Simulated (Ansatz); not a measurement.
# SiPbS3 in P4bm, a phase reached by a soft mode: a soft mode frozen in, part 3 of 3

Aim: this structure of SiPbS3 in P4bm, a phase reached by a soft mode is to be tested for unstable modes, and one is followed downhill.

Ansatz 0.2.0; DFT PBEsol, scalar-relativistic, plane waves, PAW; PAW set soft_1.

So far. Step 5 (Energy along the mode, all amplitudes (two of the runs …): The lowest of the steps tried is at 0.14 Å, 0.173 meV/atom below the parent; the bottom of the well need not coincide with a step. Step 7 (The new phase in its own primitive cell): The largest force component left is 0.99 meV/Å and the pressure is 0.000 GPa, within the tolerances set. The cell now holds 20.68 Å³/atom.

The structure was built from a prototype and need not be the compound's stable phase.

In doubt: the program warns that the response may not be converged on this k-mesh, which bears on the force constants and all frequencies.

## 8. Modes of the new phase

A relaxed structure may still be a saddle point, so its zone-centre modes are computed. The response to a homogeneous field gives the Born charges and the dielectric tensor.

Contents of input.yaml:

```yaml
crystal:
  lattice:
    - [4.2761162847, -4.2785934407, 6.813e-06]
    - [4.2761162847, 4.2785934407, 6.813e-06]
    - [-0.0682799932, 0.0, 5.6526385056]
  atoms:
    - { symbol: Pb, position: [0.0142585655, 0.0142585655, 0.0557082391] }
    - { symbol: Pb, position: [0.5055112534, 0.5055112534, 0.0568343817] }
    - { symbol: Si, position: [0.4932499382, 0.9955756495, 0.5752424821] }
    - { symbol: Si, position: [0.9955756495, 0.4932499382, 0.5752424821] }
    - { symbol: S, position: [0.6771637773, 0.6771637773, 0.4862163549] }
    - { symbol: S, position: [0.2853461337, 0.2853461337, 0.4355807213] }
    - { symbol: S, position: [0.7950093449, 0.1859220311, 0.4614706803] }
    - { symbol: S, position: [0.1859220311, 0.7950093449, 0.4614706803] }
    - { symbol: S, position: [0.4963841139, 0.0079694118, 0.9503289582] }
    - { symbol: S, position: [0.0079694118, 0.4963841139, 0.9503289582] }
kpoints:
  mp_grid: { grid: [4, 4, 4] }
hamiltonian:
  xc: pbesol
  pseudopotentials: { kind: paw, azcp: { folder: soft_1 }, xc_functional: pbe }
scf:
  occupations: { method: fixed }
output:
  eigenvalues: true
phonons:
  method: dfpt
  dielectric: true
  rigid_motions: translations
```

Launch:

```
$ ansatz run input.yaml --threads 8 --pin off --max-ram 16384MiB --backend cpu --events-out ev --progress --plain --runs-dir out
```

Numbers of over 12 decimals in the logs are rounded to 6 here.

What it wrote:

```text
[...]
Crystal: 10 atoms, lattice volume = 206.839 Å³
Basis set: ecut = 420 eV, 4053 PW (Γ), exchange–correlation on 90×90×80 points (8 copies of the dense FFT grid, shifted against one another)
Bands: 46, of which v1, the nominal top of the filled ones, is band 36 counted from 1 (35 counted from 0)
Symmetry: 2 space group operations
k-points: 36 of 64 (irreducible under 1 space group operation, time reversal used)
[...]
SCF iter   1: F=—  HF=-30072.516839 eV  |F-HF|=—  |Δ(HF+E_count)|=         —  Δρ=3.50e-2  dr2=3.69e0  ethr=3.10e-3  ⟨swp⟩=5.4  Hψ=7168  notcnv=0  defer=221
[...]
SCF iter  11: F=-30071.409846 eV  HF=-30071.409846 eV  |F-HF|=3.64e-12  |Δ(HF+E_count)|=  3.64e-11  Δρ=1.10e-7  dr2=3.23e-11  ethr=1.00e-12  ⟨swp⟩=19.6  Hψ=14150  notcnv=0
SCF 1 converged in 11 iterations: F = -30071.409846 eV  dr2 = 3.23e-11
[...]
NSCF: frozen V_eff on 4 k-points
[...]
Bands: 37, of which v1, the nominal top of the filled ones, is band 36 counted from 1 (35 counted from 0)
k-points: 144 of 512 (time reversal used)
[...]
Eigensolver: Dense (144 Hₖ)
SCF iter   1: F=—  HF=-30071.287822 eV  |F-HF|=—  |Δ(HF+E_count)|=         —  Δρ=4.06e-4  dr2=1.43e-4  ethr=1.00e-1
[...]
SCF iter   4: F=-30071.287856 eV  HF=-30071.287856 eV  |F-HF|=1.32e-8  |Δ(HF+E_count)|=   9.13e-8  Δρ=5.59e-6  dr2=7.88e-8  ethr=1.38e-9
SCF 1 converged in 4 iterations: F = -30071.287856 eV  dr2 = 7.88e-8
[...]
SCF converged after 11 iterations
Free energy (F): -30071.409846 eV
[...]
Internal energy: -30071.409846 eV  (E = F + TS)
E sigma→0 (E₀):  -30071.409846 eV
Fermi energy:    7.769212 eV
[...]
--- Band table (eV; the first three rows and the last of 36) ---
  k-point 0: bands = [... 32 lower, 5.9771, 6.7439, 7.4572, 7.6074, 8.9827, 9.9185, 10.8186, 10.9429, ... 6 higher]
  k-point 1: bands = [... 32 lower, 6.4996, 6.7611, 7.5930, 7.6993, 9.0245, 10.3906, 10.8848, 10.9275, ... 6 higher]
  k-point 2: bands = [... 32 lower, 6.8415, 6.8868, 7.7121, 7.7692, 9.2314, 9.7505, 10.9608, 11.1415, ... 6 higher]
  k-point 35: bands = [... 32 lower, 6.3398, 6.3643, 6.8661, 6.9437, 9.7811, 9.9179, 10.3460, 10.4028, ... 6 higher]
[...]
ASR residual: 7.700e-5 → 0.000e0 eV/Å²; symmetrization residual: 8.127e-6 eV/Å²
[...]
ε∞ (high-frequency dielectric tensor):
       15.285369     0.000000    -0.153709
        0.000000    15.375844    -0.000000
       -0.153709    -0.000000     8.838406
[...]
Born effective charges Z* (e; rows j = field, columns β = displacement):
    site 0:
         3.46056   -0.00000   -0.17173
        -0.00000    5.05442   -0.00000
        -0.10494   -0.00000    3.68529
    site 1:
         5.12795   -0.00000   -0.19798
        -0.00000    3.48854   -0.00000
        -0.01111   -0.00000    3.71994
    site 2:
         4.25964   -0.69707   -0.13646
         0.63884    4.12945   -0.16116
         0.01239   -0.21350    3.24369
    site 3:
         4.25964    0.69707   -0.13646
        -0.63884    4.12945    0.16116
         0.01239    0.21350    3.24369
    site 4:
        -2.64299    0.00000   -0.36527
         0.00000   -2.30277    0.00000
        -0.28312    0.00000   -2.24524
    site 5:
        -2.66558   -0.00000    0.99428
        -0.00000   -2.96229    0.00000
         0.24142    0.00000   -2.14110
    site 6:
        -2.81374    0.18037   -0.06706
        -0.07172   -2.68295   -0.68571
         0.03479   -0.30507   -2.11991
    site 7:
        -2.81374   -0.18037   -0.06706
         0.07172   -2.68295    0.68571
         0.03479    0.30507   -2.11991
    site 8:
        -3.08586   -0.07571    0.07387
        -0.00277   -3.08546   -0.22163
         0.03170   -0.21172   -2.63323
    site 9:
        -3.08586    0.07571    0.07387
         0.00277   -3.08546    0.22163
         0.03170    0.21172   -2.63323
  Z* charge neutrality: 3.997e-2 e pre-enforcement
[...]
optical modes at Γ without the LO–TO term, one row a degenerate level:
      ω (cm⁻¹)  modes    IR ((D/Å)²/amu)
        -27.26      1             6.8753
         42.34      1             3.3678
         45.20      1             1.3012
         46.18      1             0.3682
         48.22      1             2.0520
         79.37      1             0.4287
         81.18      1             1.0959
[...]
optical modes at Γ + LO–TO along q̂ = [1.0000, 0.0000, 0.0000]:
      ω (cm⁻¹)  modes    IR ((D/Å)²/amu)
[...]
optical modes at Γ + LO–TO along q̂ = [0.0000, 1.0000, 0.0000]:
      ω (cm⁻¹)  modes    IR ((D/Å)²/amu)
[...]
optical modes at Γ + LO–TO along q̂ = [0.0000, 0.0000, 1.0000]:
      ω (cm⁻¹)  modes    IR ((D/Å)²/amu)
[...]
213.92      1             0.0048
        254.59      1            13.0728
        256.13      1            14.0996
        291.63      1             0.3594
        312.16      1             5.2187
        348.89      1            10.7461
        356.76      1            15.9490
        365.21      1             9.2163
        373.95      1             7.1321
        374.40      1             0.4801
        493.00      1             0.0018
        542.90      1            32.8457
```

It took 2.8 min on 8 threads of Arm Neoverse V2, shared host; peak memory 2.3 GiB; 21 min of CPU time.

This step gave:

```
sum-rule residual before enforcement                    : 7.70e-5 eV/Å²
miss of the charge sum rule                             : 0.03997 e
estimated error of the dielectric tensor                : 0.08106
estimated error of the Born charges                     : 0.04608 e
point group                                             : m
highest optical mode at the zone centre (no LO-TO term) : 508.8 cm⁻¹
lowest optical zone-centre mode                         : -27.26 cm⁻¹
mean high-frequency dielectric constant                 : 13.17
largest Born charge (third of the trace)                : 4.112 e
top of the zone-centre spectrum with the field          : 542.9 cm⁻¹
```

Patterns of degenerate modes are one choice out of their space. Modes at Γ, with each element's share of the kinetic energy (negative means imaginary):

```tsv
mode	frequency (cm⁻¹)	symmetry	Pb %	Si %	S %
1	-27.3	A''	24	3	72
2	0.0	acoustic	63	8	29
3	0.0	acoustic	63	8	29
4	0.0	acoustic	63	8	29
5	42.3	A'	58	4	37
6	45.2	A'	78	5	17
7	46.2	A''	90	1	9
8	48.2	A'	83	4	13
9	79.4	A''	18	22	61
10	81.2	A'	13	8	79
11	90.5	A'	27	7	66
12	135.1	A''	4	7	89
13	136.6	A'	4	1	96
14	149.7	A'	4	7	89
15	172.3	A''	0	25	74
16	175.0	A'	1	27	72
17	184.0	A'	5	12	82
18	195.8	A''	0	42	58
19	213.9	A''	0	2	98
20	254.6	A''	1	23	76
21	256.0	A'	1	24	75
22	291.2	A'	1	2	97
23	301.5	A'	0	10	90
24	348.9	A''	0	36	64
25	356.7	A'	0	76	24
26	365.2	A''	0	20	80
27	373.9	A'	0	33	67
28	374.4	A''	0	54	46
29	493.0	A''	0	56	44
30	508.8	A'	0	62	38
```

Displacements in mode 1 (-27.3 cm⁻¹), the largest set to 1:
```
Pb1  0.00  0.16  0.00
Pb2  0.00  0.43  0.00
Si3 -0.05 -0.32  0.00
Si4  0.05 -0.32  0.00
S5   0.00 -0.50  0.00
S6   0.00 -0.54  0.00
S7   0.01 -1.00  0.79
S8  -0.01 -1.00 -0.79
S9  -0.32 -0.10  0.01
S10  0.32 -0.10 -0.01
```

Displacements in mode 5 (42.3 cm⁻¹), the largest set to 1:
```
Pb1  0.54  0.00 -0.55
Pb2  0.16  0.00  0.62
Si3 -0.52  0.05 -0.05
Si4 -0.52 -0.05 -0.05
S5  -1.00  0.00  0.87
S6  -0.97  0.00 -0.50
S7  -0.65  0.02 -0.28
S8  -0.65 -0.02 -0.28
S9  -0.16  0.26 -0.08
S10 -0.16 -0.26 -0.08
```

Optical modes at the zone centre, without and with the macroscopic field of the longitudinal modes; each column is sorted by frequency, so a row need not hold one and the same mode. Modes with and without the field, by row:

```tsv
rank among optical modes	no field (cm⁻¹)	q along (1, 0, 0) (cm⁻¹)	q along (0, 1, 0) (cm⁻¹)	q along (0, 0, 1) (cm⁻¹)
1	-27.3	-27.3	36.4	-27.3
2	42.3	44.1	42.3	42.4
3	45.2	46.2	45.2	45.2
4	46.2	46.8	48.2	46.2
5	48.2	65.1	50.6	48.3
6	79.4	79.4	80.7	79.4
7	81.2	82.2	81.2	82
8	90.5	90.5	90.5	125.5
9	135.1	135.1	135.5	135.1
10	136.6	136.6	136.6	137.6
11	149.7	149.9	149.7	151.7
12	172.3	172.3	175	172.3
13	175	183.9	184	175.1
14	184	195.8	190.8	184.2
15	195.8	206.8	209.4	195.8
16	213.9	213.9	213.9	213.9
17	254.6	254.6	256	254.6
18	256	276.7	275.2	256.1
19	291.2	291.9	291.2	291.6
20	301.5	301.5	301.5	312.2
21	348.9	348.9	355.5	348.9
22	356.7	365.2	356.7	356.8
23	365.2	366.4	373.8	365.2
24	373.9	374.4	373.9	373.9
25	374.4	393.3	385.6	374.4
26	493	493	493	493
27	508.8	508.8	508.8	542.9
```

Born charge (rows field, columns displacement) (e), principal values of the symmetric part by kind of site:

```tsv
atom	atoms with these values	low	middle	high	mean
Pb1	1	3.39	3.75	5.05	4.07
Pb2	1	3.49	3.71	5.14	4.11
Si3	2	3.20	4.16	4.27	3.88
S5	1	-2.82	-2.30	-2.06	-2.40
S6	1	-3.07	-2.96	-1.73	-2.59
S7	2	-2.98	-2.81	-1.83	-2.54
S9	2	-3.18	-3.09	-2.54	-2.93
```

In full for Pb2:

```
 5.13  0.00 -0.20
 0.00  3.49  0.00
-0.01  0.00  3.72
```

High-frequency dielectric tensor:

```
15.29  0.00 -0.15
 0.00 15.38  0.00
-0.15  0.00  8.84
```

Transverse modes; imaginary modes are left out. Lines of the infrared spectrum (strongest = 100):

```tsv
position (cm⁻¹)	lines merged	relative intensity
42	1	12
45	1	4.6
46	1	1.3
48	1	7.2
79	1	1.5
81	1	3.8
90	1	28
135	1	1.5
137	1	0.4
150	1	2.2
172	1	82
175	1	92
184	1	1.0
196	1	10
214	1	0.0
255	1	46
256	1	49
291	1	2.9
302	1	21
349	1	38
357	1	56
365	1	32
374	2	27
493	1	0.0
509	1	100
```

Before it was imposed, the acoustic sum rule was missed by 7.7e-5 eV/Å² and the charge sum rule by 0.040 e. The charge miss is large and points to the mesh or the basis. The lowest optical mode is imaginary, 27.3i cm⁻¹, so the energy falls along it.

The log warns of the k mesh: “the force constants stand on the 4×4×4 k-mesh, whose period is 9.46 times the interband length at k = (0.0000, 0.0000, 0.2500), direct gap 1.325 eV, under 14: take them and everything formed from them as unconverged”.

## 9. Results

- unstable mode of the parent: q = (0, 0, 0), 25i cm⁻¹
- depth at the lowest point sampled: 0.173 meV/atom
- largest atomic shift at that point: 0.14 Å
- space group reached (within 0.01 Å): Cm
- energy gained over the parent (first relaxation, on the mesh of the frozen mode): 0.534 meV/atom
- volume per atom, phase reached: 20.7 Å³
- gap on the k-mesh, phase reached: 1.21 eV
- lowest optical zone-centre mode, phase reached: -27.3 cm⁻¹
- highest optical mode at the zone centre (no LO-TO term), phase reached: 509 cm⁻¹

Along this mode the structure falls into Cm, 0.534 meV/atom below the parent. At the parent's cell the well is 0.173 meV/atom deep on the steps tried, with its lowest point at a shift of 0.14 Å. Relaxing atoms and cell changes the gain by +0.36 meV/atom against the lowest step (energies at zero smearing). Most of the total comes from this relaxation. The new phase still has an imaginary mode at the zone centre of its cell, so it is a saddle point on the way to a lower structure. How so shallow a well moves with the k mesh was not tested. Of the 2 patterns followed to their end from this parent, this one ends 0.563 meV/atom above the lowest, Pc. Another end point lies within 1 meV/atom; how such a difference moves with mesh and cutoff was not tested. Each path keeps the symmetry of its pattern, so a lower phase may lie along a pattern not tried. With the field response the log warns that the k mesh is coarse for the force constants too, so the frequencies may not be converged. Spin-orbit coupling is left out, which can matter for the heavy elements here. The PAW files were made for PBE and serve the other functionals too. The starting cell was built on a prototype and not taken from a measurement, so the phase need not exist.

[Logs are printed without paths, hosts, clocks, repeated set-up lines and the standing remarks that a program may print on its own settings, such as how far it seeks lower states.]

[Hosts, paths, dates, database ids (printed as entryN), source tags and the programs' standing remarks are cut or masked in the printed files.]
